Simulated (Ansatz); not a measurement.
## Electron–phonon scattering in Sc (P6_3/mmc)

Aim: how strongly do electrons couple to phonons in Sc (P6_3/mmc), and what resistivity does that give?

Method: DFT PBE, scalar-relativistic, plane waves, PAW, in Ansatz 0.2.0.

Experimental background.

For Sc (bulk crystal), “CRC Handbook of Chemistry and Physics, 84th edition, Electrical Resistivity of Pure Metals” (2003, CRC Press, section 12, read from Wikipedia's data page) quotes earlier work: resistivity at 295 K 56.2 μΩ cm.

This is a report of a sequence of runs, with most program output left out.

**1. The starting structure**

Symmetry: P6_3/mmc, No. 194, hexagonal system. The conventional cell has a = 3.309 Å, b = 3.309 Å, c = 5.273 Å, α = 90.00°, β = 90.00°, γ = 120.00°. Nearest to Sc lie 12 Sc at 3.26 to 3.31 Å.

**2. Relaxing cell and atoms**

The structure is brought to rest under this functional.

input.yaml

```yaml
crystal:
  lattice:
    - [3.309, 0.0, 0.0]
    - [-1.6545, 2.8656780611, 0.0]
    - [0.0, 0.0, 5.2733]
  atoms:
    - { symbol: Sc, position: [0.3333333333, 0.6666666667, 0.25] }
    - { symbol: Sc, position: [0.6666666667, 0.3333333333, 0.75] }
kpoints:
  mp_grid: { grid: [12, 12, 6] }
hamiltonian:
  xc: pbe
scf:
  occupations: { method: gaussian, width: 0.1 }
output:
  forces: true
  stress: true
  eigenvalues: true
relax:
  adjacent_minimum: "off"
  f_tol: 0.005
  max_steps: 80
  cell: { stress_tol: 0.05 }
```

Started as:

```console
$ ansatz run input.yaml --threads 4 --pin off --max-ram 10240MiB --backend cpu --events-out ev --progress --plain --runs-dir out
```

Wall time 2.8 s (4 threads of Arm Neoverse V2, shared host); peak memory 0.37 GiB.

Step by step:

```tsv
step	energy less that of the first step (eV)	largest force component (eV/Å)	pressure (GPa)	volume (Å³)
1	0.0000	0.0000	-0.75	50.00
2	-0.0062	0.0000	0.13	49.14
3	-0.0063	0.0000	-0.03	49.28
4*	-0.0062	0.0000	-0.03	49.28
```

Relaxation steps marked * repeat the geometry before them on a plane-wave basis chosen anew for their cell, so energy and pressure can jump there.

Forces are held to the 24 operations that the run works with; a distortion that breaks them can't arise in this run.

```tsv
conventional cell, symmetrised	before	after	change
a (Å)	3.309	3.320	+0.3 %
b (Å)	3.309	3.320	+0.3 %
c (Å)	5.273	5.163	-2.1 %
volume (Å³/atom)	25.00	24.64	-1.5 %
```

Final coordinates:

```
Sc
1.0
     3.31963    0.00000    0.00000
    -1.65981    2.87488    0.00000
     0.00000    0.00000    5.16350
Sc
2
Cartesian
  0.0000 1.9166 1.2909
  1.6598 0.9583 3.8726
```

Numbers from this step:

```yaml
pressure: -0.03001 GPa
volume_per_atom: 24.64 Å³
metallic_on_mesh: yes
gap_on_the_k_mesh: 0 eV
```

The largest force is now zero by symmetry and the largest stress component 0.042 GPa.

**3. Relaxing tightly for phonons**

No force is left; the cell is relaxed once more with another smearing and tight thresholds.

input.yaml, the sections that differ from step 2:

```yaml
crystal:
  lattice:
    - [3.3196259682, 0.0, 0.0]
    - [-1.6598129841, 2.8748804195, 0.0]
    - [0.0, 0.0, 5.1634992892]
  atoms:
    - { symbol: Sc, position: [0.3333333333, 0.6666666667, 0.25] }
    - { symbol: Sc, position: [0.6666666667, 0.3333333333, 0.75] }
scf:
  occupations: { method: methfessel_paxton, width: 0.2 }
relax:
  adjacent_minimum: "off"
  f_tol: 0.001
  max_steps: 60
  cell: { stress_tol: 0.01 }
# kpoints, hamiltonian, output: as in step 2
```

The job ended after 1.8 s (4 threads; peak memory 0.37 GiB).

Little changed from the start: no atom moved by 0.005 Å and no cell edge by 0.1 %.

Numbers from this step:

```
pressure        : 0.006886 GPa
volume per atom : 24.62 Å³
```

The largest force is now zero by symmetry and the largest stress component 0.0095 GPa, small enough for phonons.

**4. Lattice stability: q 2×2×2, k 6×6×4**

Before any scattering is computed, the phonons show whether the structure is a minimum.

input.yaml

```yaml
crystal:
  lattice:
    - [3.3192864462, 0.0, 0.0]
    - [-1.6596432231, 2.8745863848, 0.0]
    - [0.0, 0.0, 5.1607353771]
  atoms:
    - { symbol: Sc, position: [0.3333333333, 0.6666666667, 0.25] }
    - { symbol: Sc, position: [0.6666666667, 0.3333333333, 0.75] }
kpoints:
  mp_grid: { grid: [6, 6, 4] }
hamiltonian:
  xc: pbe
scf:
  occupations: { method: methfessel_paxton, width: 0.2 }
output:
  eigenvalues: true
phonons:
  method: dfpt
  qmesh: [2, 2, 2]
  temperatures: { t_max: 1000, t_step: 50 }
  qpath:
    path:
      - [[0.0, 0.0, 0.0], [0.5, 0.0, 0.0], [0.33333333, 0.33333333, 0.0], [0.0, 0.0, 0.0], [0.0, 0.0, 0.5], [0.5, 0.0, 0.5], [0.33333333, 0.33333333, 0.5], [0.0, 0.0, 0.5]]
      - [[0.5, 0.0, 0.5], [0.5, 0.0, 0.0]]
      - [[0.33333333, 0.33333333, 0.5], [0.33333333, 0.33333333, 0.0]]
    npoints: 10
```

It took 6.9 s on 4 threads; peak memory 0.45 GiB.

Numbers from this step:

- zero point energy: 0.06022 eV/cell
- share of imaginary modes in the plain interpolation between solved wavevectors: 0
- highest frequency, solved or plainly interpolated: 231.8 cm⁻¹
- Debye temperature (second moment): 310 K

Solved on the 2×2×2 mesh alone; all other wavevectors are interpolated. Phonon branches along the path, in cm⁻¹:

```tsv
point	branch 1	branch 2	branch 3	branch 4	branch 5	branch 6
Γ	0	0	0	138	138	232
halfway	85	86	134	176	189	228
M	121	135	199	207	215	221
halfway	147	150	200	206	212	214
K	181	181	181	200	200	217
halfway	99	107	145	185	197	225
Γ	0	0	0	138	138	232
halfway	54	54	93	128	128	216
A	99	99	99	99	169	169
halfway	134	134	143	143	169	169
L	141	141	161	161	200	200
halfway	138	138	172	172	198	198
H	136	136	187	187	193	193
halfway	140	140	148	148	174	174
A	99	99	99	99	169	169
jump to L	141	141	161	161	200	200
halfway	128	132	182	193	204	212
M	121	135	199	207	215	221
jump to H	136	136	187	187	193	193
halfway	159	159	180	197	197	206
K	181	181	181	200	200	217
```

Lowest modes at the softest wavevector of the mesh. Modes at q = (0.000, 0.000, 0.500):

```tsv
mode	frequency (cm⁻¹)
1	99.1
2	99.1
3	99.1
4	99.1
5	168.8
6	168.8
```

Displacements in mode 3 (99.1 cm⁻¹), the largest set to 1, in the home cell (x, y, z of the real part, then of the imaginary part):
```
Sc1  0.00 -0.01  0.00  0.00 -0.07  0.00
Sc2 -0.32 -1.00  0.00  0.00  0.00  0.00
```

Displacements in mode 5 (168.8 cm⁻¹), the largest set to 1, in the home cell (x, y, z of the real part, then of the imaginary part):
```
Sc1  0.00  0.00  1.00  0.00  0.00 -0.01
Sc2  0.00  0.00 -0.02  0.00  0.00 -0.33
```

Among the solved wavevectors the lowest mode, translations apart, is 99.1 cm⁻¹, so these are real on this k mesh.

**5. Electron–phonon run: q 2×2×2, k 6×6×4, scattering 8×8×8**

A first run on coarse meshes.

input.yaml, as its differences from that of step 4:

```diff
@@ -26 +26,6 @@
     npoints: 10
+  electrical_resistivity:
+    mesh: [8, 8, 8]
+    temperatures: [20.0, 50.0, 80.0, 100.0, 150.0, 200.0, 273.0, 300.0, 400.0, 500.0, 600.0, 800.0]
+  superconductivity: { mesh: [8, 8, 8], eliashberg_equations: false }
+  electron_occupations: "off"
```

Wall time 25 s (4 threads); peak memory 0.58 GiB; 89 s of CPU time.

This step gave:

```yaml
resistivity_at_300_k: 48.96 μΩ cm, mean of the axes
coupling_constant_lambda: 0.4521
density_of_states_at_the_fermi_level: 2.043 states/eV a spin and cell
log_mean_phonon_energy_omega_log: 18.6 meV
transport_coupling_constant_lambda_tr: 0.5186, 0.5186, 0.5142 (xx, yy, zz)
drude_plasma_energy: 3.096, 3.096, 4.857 eV (xx, yy, zz)
resistivity_times_mean_free_path: 13.86, 13.86, 5.277 × 10⁻¹⁶ Ω m² (xx, yy, zz)
second_moment_phonon_energy_omega: 19.92 meV
coupling_lambda_by_branch: 0.105, 0.0805, 0.0653, 0.0656, 0.0732, 0.0621 (branches by rank of frequency)
```

Some points of the scattering mesh along the symmetry lines, up to three branches each (those of largest λ), at most 39 rows; the frequencies are those of the scattering step, which can differ from the solved and plainly interpolated ones; single rows converge slowly. Mode couplings:

```tsv
q1	q2	q3	branch	ħω (meV)	λ_q	half width (meV)
0.375	0	0	1	13.88	0.0843	0.104
0.375	0	0	2	14.87	0.131	0.186
0.375	0	0	5	26.51	0.11	0.496
0.25	0.25	0	1	17.88	0.0906	0.186
0.25	0.25	0	4	25.89	0.104	0.446
0.25	0.25	0	6	26.31	0.115	0.511
0	0	0.375	1	9.72	0.0536	0.0325
0	0	0.375	2	9.72	0.0536	0.0325
0	0	0.375	5	16.63	0.0865	0.153
0.25	0	0.5	3	17.7	0.0716	0.144
0.25	0	0.5	4	17.7	0.0716	0.144
0.25	0	0.5	5	20.99	0.0714	0.202
0.375	0.25	0.5	1	16.9	0.138	0.253
0.375	0.25	0.5	2	16.9	0.138	0.253
0.375	0.25	0.5	5	24.22	0.0683	0.257
0.125	0.125	0.5	3	17.09	0.0594	0.111
0.125	0.125	0.5	5	20.63	0.0701	0.191
0.125	0.125	0.5	6	20.63	0.0701	0.191
0.5	0	0.375	1	15.99	0.153	0.251
0.5	0	0.375	3	19.97	0.11	0.283
0.5	0	0.375	5	24.74	0.0994	0.391
0.5	0	0	1	15.03	0.0739	0.107
0.5	0	0	2	16.77	0.116	0.21
0.5	0	0	3	24.66	0.119	0.464
```

By its own test the run is not converged in the mesh. λ = 0.452 and 49.0 μΩ cm at 300 K. The run's own test puts 33 % between its two finest meshes on the component of the resistivity at 300 K that moves most, so it is not converged.

**6. Electron–phonon run: q 3×3×2, k 9×9×4, scattering 12×12×8**

The next rung changes the q mesh, which sets the reach of the force constants and couplings; the k mesh of the density and its response; the scattering mesh, which samples the Fermi surface; the phonon self-energy between the q points, now taken in.

input.yaml, the sections that differ from step 5:

```yaml
kpoints:
  mp_grid: { grid: [9, 9, 4] }
phonons:
  method: dfpt
  qmesh: [3, 3, 2]
  temperatures: { t_max: 1000, t_step: 50 }
  qpath:
    path:
      - [[0.0, 0.0, 0.0], [0.5, 0.0, 0.0], [0.33333333, 0.33333333, 0.0], [0.0, 0.0, 0.0], [0.0, 0.0, 0.5], [0.5, 0.0, 0.5], [0.33333333, 0.33333333, 0.5], [0.0, 0.0, 0.5]]
      - [[0.5, 0.0, 0.5], [0.5, 0.0, 0.0]]
      - [[0.33333333, 0.33333333, 0.5], [0.33333333, 0.33333333, 0.0]]
    npoints: 10
  electrical_resistivity:
    mesh: [12, 12, 8]
    temperatures: [20.0, 50.0, 80.0, 100.0, 150.0, 200.0, 273.0, 300.0, 400.0, 500.0, 600.0, 800.0]
  superconductivity: { mesh: [12, 12, 8] }
# crystal, hamiltonian, scf, output: as in step 5
```

Elapsed: 1.8 min, on 4 threads; peak memory 2.2 GiB; 6.9 min of CPU time.

This step gave:

| Quantity | Value |
| --- | --- |
| zero point energy | 0.05993 eV/cell |
| highest frequency, solved or plainly interpolated | 231 cm⁻¹ |
| Debye temperature (second moment) | 309 K |
| resistivity at 300 K | 56.55 μΩ cm, mean of the axes |
| coupling constant λ | 0.4813 |
| density of states at the Fermi level | 1.984 states/eV a spin and cell |
| log mean phonon energy ħω_log | 17.29 meV |
| transport coupling constant λ_tr | 0.557, 0.557, 0.5496 (xx, yy, zz) |
| Drude plasma energy | 2.961, 2.961, 4.848 eV (xx, yy, zz) |
| resistivity times mean free path | 14.81, 14.81, 5.312 × 10⁻¹⁶ Ω m² (xx, yy, zz) |
| second-moment phonon energy ħω₂ | 18.69 meV |
| coupling λ by branch | 0.127, 0.0959, 0.0716, 0.071, 0.0673, 0.0482 (branches by rank of frequency) |

Some points of the scattering mesh along the symmetry lines, up to three branches each (those of largest λ), at most 39 rows; the frequencies are those of the scattering step, which can differ from the solved and plainly interpolated ones; single rows converge slowly. Mode couplings:

```tsv
q1	q2	q3	branch	ħω (meV)	λ_q	half width (meV)
0.3333	0	0	1	12.95	0.0781	0.0817
0.3333	0	0	2	13.6	0.127	0.147
0.3333	0	0	5	24.12	0.118	0.428
0.3333	0.3333	0	1	20.77	0.143	0.385
0.3333	0.3333	0	2	20.77	0.143	0.385
0.3333	0.3333	0	6	25.55	0.096	0.391
0	0	0.125	1	3.09	0.117	0.00698
0	0	0.125	2	3.09	0.117	0.00698
0	0	0.125	3	5.59	0.173	0.0337
0.0833	0	0.5	3	12.87	0.0381	0.0394
0.0833	0	0.5	5	20.27	0.0603	0.154
0.0833	0	0.5	6	20.27	0.0603	0.154
0.4167	0	0.5	1	16.26	0.132	0.217
0.4167	0	0.5	2	16.26	0.132	0.217
0.4167	0	0.5	5	24.31	0.0787	0.29
0.25	0.25	0.5	1	13.33	0.185	0.205
0.25	0.25	0.5	2	13.33	0.185	0.205
0.25	0.25	0.5	3	21.89	0.0668	0.199
0.5	0	0.375	1	14.79	0.161	0.22
0.5	0	0.375	3	18.28	0.141	0.294
0.5	0	0.375	5	23.44	0.116	0.397
0.3333	0.3333	0.5	1	13.33	0.192	0.212
0.3333	0.3333	0.5	2	13.33	0.192	0.212
0.3333	0.3333	0.5	3	23.31	0.0947	0.321
0.3333	0.3333	0	1	20.77	0.143	0.385
0.3333	0.3333	0	2	20.77	0.143	0.385
0.3333	0.3333	0	6	25.55	0.096	0.391
```

By its own test the run is not converged in the mesh. λ = 0.481 and 56.5 μΩ cm at 300 K, against 0.452 and 49.0 in the run with q 2×2×2, k 6×6×4, scattering 8×8×8 (+6.5 % and +15.5 %). The run's own test puts 44 % between its two finest meshes on the component of the resistivity at 300 K that moves most, more than that change. By the run's own test λ moves by 17 % between its two finest scattering meshes.

**7. Electron–phonon run: q 3×3×2, k 9×9×6, scattering 18×18×8**

The next rung changes the k mesh of the density and its response; the scattering mesh, which samples the Fermi surface.

input.yaml, as its differences from that of step 6:

```diff
@@ -9,3 +9,3 @@
 kpoints:
-  mp_grid: { grid: [9, 9, 4] }
+  mp_grid: { grid: [9, 9, 6] }
 hamiltonian:
@@ -27,4 +27,4 @@
   electrical_resistivity:
-    mesh: [12, 12, 8]
+    mesh: [18, 18, 8]
     temperatures: [20.0, 50.0, 80.0, 100.0, 150.0, 200.0, 273.0, 300.0, 400.0, 500.0, 600.0, 800.0]
-  superconductivity: { mesh: [12, 12, 8] }
+  superconductivity: { mesh: [18, 18, 8] }
```

The job ended after 2.5 min (4 threads; peak memory 2.2 GiB; 9.5 min of CPU time).

Numbers from this step:

```
zero point energy                                 : 0.05875 eV/cell
highest frequency, solved or plainly interpolated : 229.1 cm⁻¹
Debye temperature (second moment)                 : 303 K
resistivity at 300 K                              : 53.8 μΩ cm, mean of the axes
coupling constant λ                               : 0.4899
density of states at the Fermi level              : 2.026 states/eV a spin and cell
log mean phonon energy ħω_log                     : 17.16 meV
transport coupling constant λ_tr                  : 0.5621, 0.5621, 0.5626 (xx, yy, zz)
Drude plasma energy                               : 3.079, 3.079, 4.883 eV (xx, yy, zz)
resistivity times mean free path                  : 14.11, 14.11, 5.22 × 10⁻¹⁶ Ω m² (xx, yy, zz)
second-moment phonon energy ħω₂                   : 18.58 meV
coupling λ by branch                              : 0.132, 0.0981, 0.0722, 0.0716, 0.0679, 0.048 (branches by rank of frequency)
```

By its own test the run is not converged in the mesh. λ = 0.490 and 53.8 μΩ cm at 300 K, against 0.481 and 56.5 in the run with q 3×3×2, k 9×9×4, scattering 12×12×8 (+1.8 % and -4.9 %). The run's own test puts 35 % between its two finest meshes on the component of the resistivity at 300 K that moves most, more than that change.

**8. Cost and result by level**

Times are for 4 threads of Arm Neoverse V2, shared host. The series side by side:

```tsv
no.	run	resistivity at 300 K (μΩ cm, mean of the axes)	coupling constant λ	log mean phonon energy ħω_log (meV)	time	memory (GiB)
1	q 2×2×2, k 6×6×4, scattering 8×8×8	48.96	0.4521	18.6	25 s	0.58
2	q 3×3×2, k 9×9×4, scattering 12×12×8	56.55	0.4813	17.29	1.8 min	2.2
3	q 3×3×2, k 9×9×6, scattering 18×18×8	53.8	0.4899	17.16	2.5 min	2.2
```

The runs together, line α²F. Table of Eliashberg function α²F, α²F by phonon energy; read off at these points:

```tsv
phonon energy (meV)	q 2×2×2, k 6×6×4, scattering 8×8×8	q 3×3×2, k 9×9×4, scattering 12×12×8	q 3×3×2, k 9×9×6, scattering 18×18×8
1.0	0	0	0
2.0	4.1e-5	1.0e-4	1.1e-4
3.0	2.9e-4	4.0e-4	8.0e-4
4.0	8.9e-4	0.00161	0.00187
5.0	0.00248	0.00343	0.00368
6.0	0.00525	0.00609	0.00643
7.0	0.00890	0.00996	0.0103
8.0	0.0134	0.0147	0.0150
9.0	0.0191	0.0209	0.0213
10.0	0.0263	0.0301	0.0310
11.0	0.0381	0.0458	0.0484
12.0	0.0533	0.0773	0.0851
13.0	0.0750	0.221	0.305
13.4	0.0862	0.413	0.434
13.6	0.0926	0.431	0.405
14.0	0.109	0.401	0.391
15.0	0.185	0.287	0.275
16.0	0.379	0.258	0.255
17.0	0.411	0.245	0.242
18.0	0.272	0.190	0.198
19.0	0.217	0.237	0.232
20.0	0.292	0.266	0.279
21.0	0.300	0.320	0.324
22.0	0.297	0.281	0.265
23.0	0.332	0.297	0.306
24.0	0.463	0.546	0.535
24.1	0.499	0.575	0.565
24.4	0.581	0.510	0.491
25.0	0.460	0.364	0.381
26.0	0.255	0.174	0.176
26.4	0.287	0.127	0.131
27.0	0.144	0.0694	0.0655
28.0	0.0369	0.0228	0.0215
```

**9. Electron–phonon run: q 6×6×3, k 12×12×6, scattering 24×24×12**

The next rung changes the q mesh, which sets the reach of the force constants and couplings; the k mesh of the density and its response; the scattering mesh, which samples the Fermi surface.

input.yaml, as its differences from that of step 7:

```diff
@@ -9,3 +9,3 @@
 kpoints:
-  mp_grid: { grid: [9, 9, 6] }
+  mp_grid: { grid: [12, 12, 6] }
 hamiltonian:
@@ -18,3 +18,3 @@
   method: dfpt
-  qmesh: [3, 3, 2]
+  qmesh: [6, 6, 3]
   temperatures: { t_max: 1000, t_step: 50 }
@@ -27,4 +27,4 @@
   electrical_resistivity:
-    mesh: [18, 18, 8]
+    mesh: [24, 24, 12]
     temperatures: [20.0, 50.0, 80.0, 100.0, 150.0, 200.0, 273.0, 300.0, 400.0, 500.0, 600.0, 800.0]
-  superconductivity: { mesh: [18, 18, 8] }
+  superconductivity: { mesh: [24, 24, 12] }
```

Run time: 4.3 min. Hardware: 4 threads; peak memory 1.8 GiB.

The run ended with an error.

The program's message: “memory limit exceeded: the `electron-phonon scattering` phase needs 10.66 GiB against the run's memory maximum of 10.00 GiB; largest carriers: interpolated states of the phonon self-energy 5.63 GiB, s …”

The scattering step needs more memory than the run was given, so this mesh is out of reach here.

**10. Summary of results**

| Item | Value |
| --- | --- |
| run | PBE, q 3×3×2, k 9×9×6, scattering 18×18×8 |
| coupling constant λ | 0.490 |
| log mean phonon energy ħω_log | 17.2 meV |
| states at the Fermi level | 2.03 states/eV/spin/cell |
| resistivity at 300 K | 67.3, 67.3, 26.8 μΩ cm (xx, yy, zz) |
| Drude plasma energy | 3.08, 3.08, 4.88 eV (xx, yy, zz) |
| resistivity times mean free path | 14.1, 14.1, 5.22 × 10⁻¹⁶ Ω m² (xx, yy, zz) |
| change between its two finest scattering meshes | λ 7 %, resistivity at 300 K 35 % |
| time of that run | 2.5 min |

In words: On the last rung that gave a resistivity at the base settings (q 3×3×2, k 9×9×6, scattering 18×18×8), Sc (P6_3/mmc) has λ = 0.49 and a phonon-limited resistivity of 53.8 μΩ cm at 300 K. Across the runs of step 8 the resistivity at 300 K runs from 49.0 μΩ cm, mean of the axes (q 2×2×2, k 6×6×4, scattering 8×8×8) to 56.5 μΩ cm, mean of the axes (q 3×3×2, k 9×9×4, scattering 12×12×8), while the wall time spans a factor of 6.1. The coupling is moderate (λ = 0.49), so phonons raise the electrons' mass at the Fermi surface by about 49 %. At 800 K the mean free path from ρℓ/ρ falls to about 0.65 nm in the direction where it is shortest, a few atomic spacings, where real metals begin to saturate below the Boltzmann values. Values of ρ(T) under 50 K rest on the softest modes, mostly interpolated ones, and are the least sure of the table. The high-temperature form ρ = 2π k_B T λ_tr/(ħ ε₀ ω_p²) gives 71.6 μΩ cm along x at 300 K, against 67.3 from the Boltzmann equation. Conduction is anisotropic: the resistivity differs by a factor of 2.5 between the axes. The three lowest branches give 62 % of λ. By the run's own test, which takes the component that moves most, the resistivity at 300 K moves by 35 % between its two finest scattering meshes, so it is not converged. In the run quoted no mode is imaginary at the wavevectors of the 3×3×2 mesh; wavevectors off that mesh are interpolated. Only scattering by harmonic phonons counts; impurities, grain boundaries and thermal expansion are left out.

Calculation against experiment:

| quantity | measured | q 2×2×2, fine 8×8×8 | q 3×3×2, fine 12×12×8 | q 3×3×2, fine 18×18×8 |
| --- | --- | --- | --- | --- |
| resistivity at 295 K (computed: phonon part alone; the measured value holds the sample's residual resistivity) (μΩ cm) | 56.2 | 48.03 (-14.5 %) | 55.50 (-1.2 %) | 52.78 (-6.1 %) |

Measured values from CRC Press, section 12, read from Wikipedia's data page (2003).

Verdict: For the resistivity at 295 K, of the levels listed nearest comes q 3×3×2, fine 12×12×8 (-1.2 %, good agreement) and farthest q 2×2×2, fine 8×8×8 (-14.5 %, fair agreement). Limits of convergence are named above.

[Logs are printed without paths, hosts, clocks, repeated set-up lines and the standing remarks that a program may print on its own settings, such as how far it seeks lower states.]

[Hosts, paths, dates, database ids (printed as entryN), source tags and the programs' standing remarks are cut or masked in the printed files.]
